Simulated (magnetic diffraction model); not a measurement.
**Solving a magnetic structure from powder neutron data: Nd4Zn3B6**

Space group R-3m (no. 166), a = 5.4380 Å, c = 23.2510 Å.

```csv
site,atom,x,y,z
6c,Nd,2/3,1/3,0.7432
6c,Nd,1/3,2/3,0.9249
6c,Zn,1/3,2/3,0.7816
3a,Zn,0,0,0
18g,B,0.3391,1/3,5/6
```

The compound is invented for this exercise: a known structure type with other elements, its cell scaled to their sizes and not relaxed.

Only Nd is taken to order (form factors of Nd3+); orders and moment sizes are assumed, and not adapted to the symmetry. Radiation: neutrons of λ = 2.36 Å (absorption by B left out), 8° to 70°; isotropic B of 0.18 Å² (Nd), 0.19 Å² (Zn) and 0.33 Å² (B). The intensities are simulated: I ∝ L Σ (|F_N|² + |F_M⊥|²) for unpolarised neutrons, with F_M = 2.695 fm/μB × Σ f(s) S exp(2πi Q·r) exp(−B s²) at Q = H ± k (one set where k and −k are equivalent), only the part normal to Q counting and L = 1/(sin²θ cos θ). For collinear order S is the moment m, which repeats by lattice and centring translations R with the sign exp(−2πi k·R). Form factors are spin-only for 3d ions and dipole or tabulated for f ions, scattering lengths are Sears's of 1992, and absorption is left out. A label names one of the reflections at its angle. The strongest nuclear line in the range is 100, and lines under 0.2 are left out.

Above the ordering temperature:

```tsv
2θ (°)	index	I
17.52	(0 0 3)	72.6
35.46	(0 0 6)	0.3
41.78	(0 1 5)	1.7
51.44	(1 1 0)	37.7
51.54	(1 0 7)	22.3
54.36	(0 0 9)	8.5
54.76	(1 1 3)	25.1
56.99	(0 1 8)	23.7
61.50	(2 0 2)	0.2
64.03	(1 1 6)	100.0
68.35	(2 0 5)	1.4
68.94	(1 0 10)	3.5
```

Below it (cell unchanged):

```csv
2θ (°),I
17.52,87.5
29.62,14.0
31.37,1.6
35.46,4.1
37.62,3.1
41.78,12.6
51.44,40.2
51.54,28.1
54.36,9.9
54.76,30.1
56.99,24.4
60.49,3.3
61.50,0.6
64.03,104.6
65.46,0.9
68.35,4.7
68.94,5.9
```

**Question.** Find the propagation vector, then choose among these models:
A. collinear moments along [120], 2.4 μB on Nd; signs + at (2/3, 1/3, 0.7432), + at (2/3, 1/3, 0.9235), − at (1/3, 2/3, 0.9249), − at (0, 0, 0.7418)
B. collinear moments along [120], 2.4 μB on Nd; signs + at (2/3, 1/3, 0.7432), + at (2/3, 1/3, 0.9235), + at (1/3, 2/3, 0.9249), − at (0, 0, 0.7418)
C. collinear moments along [001], 2.4 μB on Nd; signs + at (2/3, 1/3, 0.7432), + at (2/3, 1/3, 0.9235), − at (1/3, 2/3, 0.9249), − at (0, 0, 0.7418)
D. collinear moments along [001], 2.4 μB on Nd; signs + at (2/3, 1/3, 0.7432), + at (2/3, 1/3, 0.9235), + at (1/3, 2/3, 0.9249), − at (0, 0, 0.7418)

No line moves, and magnetic intensity falls on nuclear lines such as the one at 17.52°; new lines at (1 0 1) and (1 0 4) have whole indices that obey the lattice centring, at places with no nuclear intensity to speak of, so the magnetic cell equals the chemical primitive cell: k = 0.

Magnetic intensity, observed (below minus above) and for each model:

| 2θ (°) | index | observed | A | B | C | D |
| --- | --- | --- | --- | --- | --- | --- |
| 17.52 | (0 0 3) | 14.9 | <0.2 | 14.9 | <0.2 | <0.2 |
| 29.62 | (1 0 1) | 14.0 | 5.1 | 14.0 | 9.5 | 25.8 |
| 31.37 | (0 1 2) | 1.5 | 16.1 | 1.5 | 24.2 | 2.3 |
| 37.62 | (1 0 4) | 3.1 | 17.8 | 3.1 | 15.4 | 2.6 |
| 54.76 | (1 1 3) | 5.0 | <0.2 | 5.0 | <0.2 | 8.1 |
| 61.50 | (2 0 2) | 0.4 | 3.8 | 0.4 | 7.0 | 0.7 |
| 65.46 | (0 2 4) | 0.8 | 4.8 | 0.8 | 7.3 | 1.2 |
| 68.94 | (1 0 10) | 2.4 | 7.5 | 2.4 | 1.6 | 0.5 |

Model B matches.

The structure used: k = (0 0 0), collinear moments along [120], 2.4 μB on Nd; signs + at (2/3, 1/3, 0.7432), + at (2/3, 1/3, 0.9235), + at (1/3, 2/3, 0.9249), − at (0, 0, 0.7418).

[Logs are printed without paths, hosts, clocks, repeated set-up lines and the standing remarks that a program may print on its own settings, such as how far it seeks lower states.]
